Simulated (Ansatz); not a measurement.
# How the smearing shapes the phonons of Pd-Os-Pd stack of (111) layers

Aim: see how the phonons of Pd-Os-Pd stack of (111) layers along the first symmetry line respond to the electronic smearing. The first relaxation steps of the session are not shown, so no cell shown is the starting entry, unless a step says so.

Main program and level: Ansatz 0.2.0; DFT PBEsol, scalar-relativistic, plane waves, PAW.

Report form: the programs' logs are mostly left out.

### Step 1. The cell after earlier relaxation steps

The cell holds 3 atoms: 2 Pd and 1 Os. Its edges and angles: a = 2.699 Å, b = 2.699 Å, c = 32.649 Å, α = 90.0°, β = 90.0°, γ = 120.0°. Vacuum lies along c.

### Step 2. Tight relaxation

Residual forces and stress shift phonon frequencies, so the cell is relaxed again, with tight thresholds and the mesh and smearing of this input. Earlier relaxation steps are not shown.

File input.yaml:

```yaml
crystal:
  lattice:
    - [2.6985864966, 0.0, 0.0]
    - [-1.3492932483, 2.3370444604, 0.0]
    - [0.0, 0.0, 32.6490652006]
  atoms:
    - { symbol: Pd, position: [0.0, 0.0, 0.1695081624] }
    - { symbol: Os, position: [0.3333333333, 0.6666666667, 0.2362170234] }
    - { symbol: Pd, position: [0.6666666667, 0.3333333333, 0.3029258845] }
  periodic: [true, true, false]
kpoints:
  mp_grid: { grid: [12, 12, 1] }
hamiltonian:
  xc: pbesol
scf:
  occupations: { method: methfessel_paxton, width: 0.2 }
output:
  forces: true
  stress: true
  eigenvalues: true
  write_density: true
  write_potential: true
  elf: true
  volumetric_format: npy
relax:
  adjacent_minimum: "off"
  f_tol: 0.001
  max_steps: 60
  cell: { stress_2d_tol: 0.002 }
```

Started as:

```console
ansatz run input.yaml --threads 4 --pin off --max-ram 8192MiB --backend cpu --events-out ev --progress --plain --runs-dir out
```

It took 11 s on 4 threads of Arm Neoverse V2, shared host; peak memory 0.58 GiB.

Little changed from the start: no atom moved by 0.005 Å and no cell edge by 0.1 %.

This step gave:

| Quantity | Value |
| --- | --- |
| metallic on mesh | yes |
| gap on the k-mesh | 0 eV |

ELF in the ca plane at fractional y = 0.000, with atoms of Pd within 0.2 Å of it. It is the smooth field of the valence electrons, not physical close to the nuclei.

Values, 5 rows by 16 columns, each cell a mean:
```
0.00 0.00 0.01 0.05 0.23 0.48 0.36 0.31 0.28 0.19 0.22 0.13 0.03 0.00 0.00 0.00
0.00 0.00 0.01 0.05 0.16 0.33 0.26 0.33 0.28 0.27 0.29 0.12 0.03 0.00 0.00 0.00
0.00 0.00 0.01 0.05 0.17 0.22 0.24 0.39 0.31 0.32 0.35 0.12 0.03 0.00 0.00 0.00
0.00 0.00 0.01 0.05 0.18 0.43 0.30 0.30 0.27 0.23 0.24 0.12 0.03 0.00 0.00 0.00
0.00 0.00 0.01 0.05 0.26 0.43 0.38 0.33 0.28 0.18 0.23 0.14 0.03 0.00 0.00 0.00
```
Columns run along c (16.0 Å, from fractional 0.00 to 0.49 of the cell), rows up along a (2.7 Å). Atoms in or near the plane, at fractional coordinates: Pd at (0.17, 0.00).

Valence density in the ca plane at fractional y = 0.000, with atoms of Pd within 0.2 Å of it. It is the smooth field of the valence electrons, not physical close to the nuclei.

Values in e/Å³, 5 rows by 16 columns, each cell a mean:
```
 0  0  0  0  0  8  2  0  0  0  0  0  0  0  0  0
 0  0  0  0  0  1  1  1  1  1  1  0  0  0  0  0
 0  0  0  0  0  0  0  1  1  1  1  0  0  0  0  0
 0  0  0  0  0  3  1  1  0  0  0  0  0  0  0  0
 0  0  0  0  1 10  3  0  0  0  0  0  0  0  0  0
```
Columns run along c (16.0 Å, from fractional 0.00 to 0.49 of the cell), rows up along a (2.7 Å). Atoms in or near the plane, at fractional coordinates: Pd at (0.17, 0.00).

Electrostatic potential energy in the ca plane at fractional y = 0.000, with atoms of Pd within 0.2 Å of it. With pseudopotentials it is smooth inside the atoms' cores, unlike the true potential.

Values in eV, 5 rows by 16 columns, each cell a mean:
```
  0   0   0   0 -10 -44 -23  -7  -5  -4  -4  -1   0   0   0   0
  0   0   0   0  -3 -19  -9 -20 -14 -12 -13  -1   0   0   0   0
  0   0   0   0  -2  -7  -6 -27 -19 -17 -19  -2   0   0   0   0
  0   0   0   0  -5 -31 -13 -15 -10  -8  -9  -1   0   0   0   0
  0   0   0   0 -12 -46 -26  -5  -4  -3  -3  -1   0   0   0   0
```
Columns run along c (16.0 Å, from fractional 0.00 to 0.49 of the cell; values clipped at the 3rd and 97th percentile), rows up along a (2.7 Å). Atoms in or near the plane, at fractional coordinates: Pd at (0.17, 0.00).

### Step 3. Wavevectors along a line: Fermi–Dirac smearing of 0.1 eV

Each wavevector is solved by itself, so no interpolation smooths a dip of the branch.

File input.yaml:

```yaml
crystal:
  lattice:
    - [2.6979499718, 0.0, 0.0]
    - [-1.3489749859, 2.3364932137, 0.0]
    - [0.0, 0.0, 32.6490652006]
  atoms:
    - { symbol: Pd, position: [0.0, 0.0, 0.1694713071] }
    - { symbol: Os, position: [0.3333333333, 0.6666666667, 0.2362170234] }
    - { symbol: Pd, position: [0.6666666667, 0.3333333333, 0.3029627398] }
  periodic: [true, true, false]
kpoints:
  mp_grid: { grid: [18, 18, 1] }
hamiltonian:
  xc: pbesol
scf:
  occupations: { method: fermi_dirac, width: 0.1 }
output:
  eigenvalues: true
phonons:
  method: dfpt
  qpoints:
    - [0, 0, 0]
    - [0.166666667, 0.0, 0.0]
    - [0.333333333, 0.0, 0.0]
    - [0.5, 0.0, 0.0]
```

It took 12 min on 4 threads; peak memory 3.9 GiB.

Each wavevector solved by linear response. Frequency against |q| along the line; 7 of 9 lines:

```tsv
|q| along the line (Å⁻¹)	mode 1 (cm⁻¹)	mode 2 (cm⁻¹)	mode 3 (cm⁻¹)	mode 4 (cm⁻¹)	mode 5 (cm⁻¹)	mode 6 (cm⁻¹)	mode 7 (cm⁻¹)
0.000	0	0	0	76.5	76.5	106	106
0.448	42.1	62.9	97.1	97.1	122	130	138
0.896	69.0	89.7	102	132	141	149	175
1.345	21.1	92.8	101	147	153	156	165
```

### Step 4. Phonons along a line: Fermi–Dirac smearing of 0.25 eV

Edit input.yaml of step 3 so:

```diff
@@ -15,3 +15,3 @@
 scf:
-  occupations: { method: fermi_dirac, width: 0.1 }
+  occupations: { method: fermi_dirac, width: 0.25 }
 output:
```

Wider smearing eases the sum over k-points of a metal but moves the result away from its zero-temperature value.

It took 12 min on 4 threads; peak memory 4.2 GiB; 47 min of CPU time.

Each wavevector solved by linear response. Table of frequency by |q| along the line; 7 of 9 lines:

```tsv
|q| along the line (Å⁻¹)	mode 1 (cm⁻¹)	mode 2 (cm⁻¹)	mode 3 (cm⁻¹)	mode 4 (cm⁻¹)	mode 5 (cm⁻¹)	mode 6 (cm⁻¹)	mode 7 (cm⁻¹)
0.000	0	0	0	74.1	74.1	103	103
0.448	41.4	62.7	96.1	99.4	120	130	138
0.896	72.8	91.6	109	130	140	155	178
1.345	63.7	89.2	103	145	150	156	174
```

Against step 3 (now smearing width 0.25 eV), the free energy moves by -106.5 meV an atom.

### Step 5. Smearing and the soft branch

Lowest frequency against |q| along the line:

```tsv
|q| along the line (Å⁻¹)	fermi dirac 0.1 eV, k 18x18x1 (cm⁻¹)	fermi dirac 0.25 eV, k 18x18x1 (cm⁻¹)
0.000	0	0
0.448	42.1	41.4
0.896	69.0	72.8
1.345	21.1	63.7
```

### Step 6. What came out

* phonon run of the rows without a label of their own: PBEsol, k 18×18×1
* lowest branch at the last solved point, Fermi–Dirac 0.1 eV: 21.1 cm⁻¹ at |q| = 1.34 Å⁻¹
* lowest branch at the last solved point, Fermi–Dirac 0.25 eV: 63.7 cm⁻¹ at |q| = 1.34 Å⁻¹

In words: A branch softens as the smearing narrows, the mark of a Kohn anomaly. The line holds 4 wavevectors, so a narrow dip between them would be missed. Between Fermi–Dirac 0.25 eV and Fermi–Dirac 0.1 eV the largest change, with modes counted by rank of frequency, is in mode 1 at |q| = 1.34 Å⁻¹, from 63.7 to 21.1 cm⁻¹, a softening that marks strong screening by the Fermi surface at that wavevector. Where branches cross, a count by rank can hide a softening. At the narrowest width the k mesh may not resolve the Fermi surface, so part of the change can be mesh noise. Spin–orbit coupling, left out here, matters for Os. The structure was built by hand as an ordered model, and its stability against other phases was not tested.

[Logs are printed without paths, hosts, clocks, repeated set-up lines and the standing remarks that a program may print on its own settings, such as how far it seeks lower states.]

[Hosts, paths, dates, database ids (printed as entryN), source tags and the programs' standing remarks are cut or masked in the printed files.]
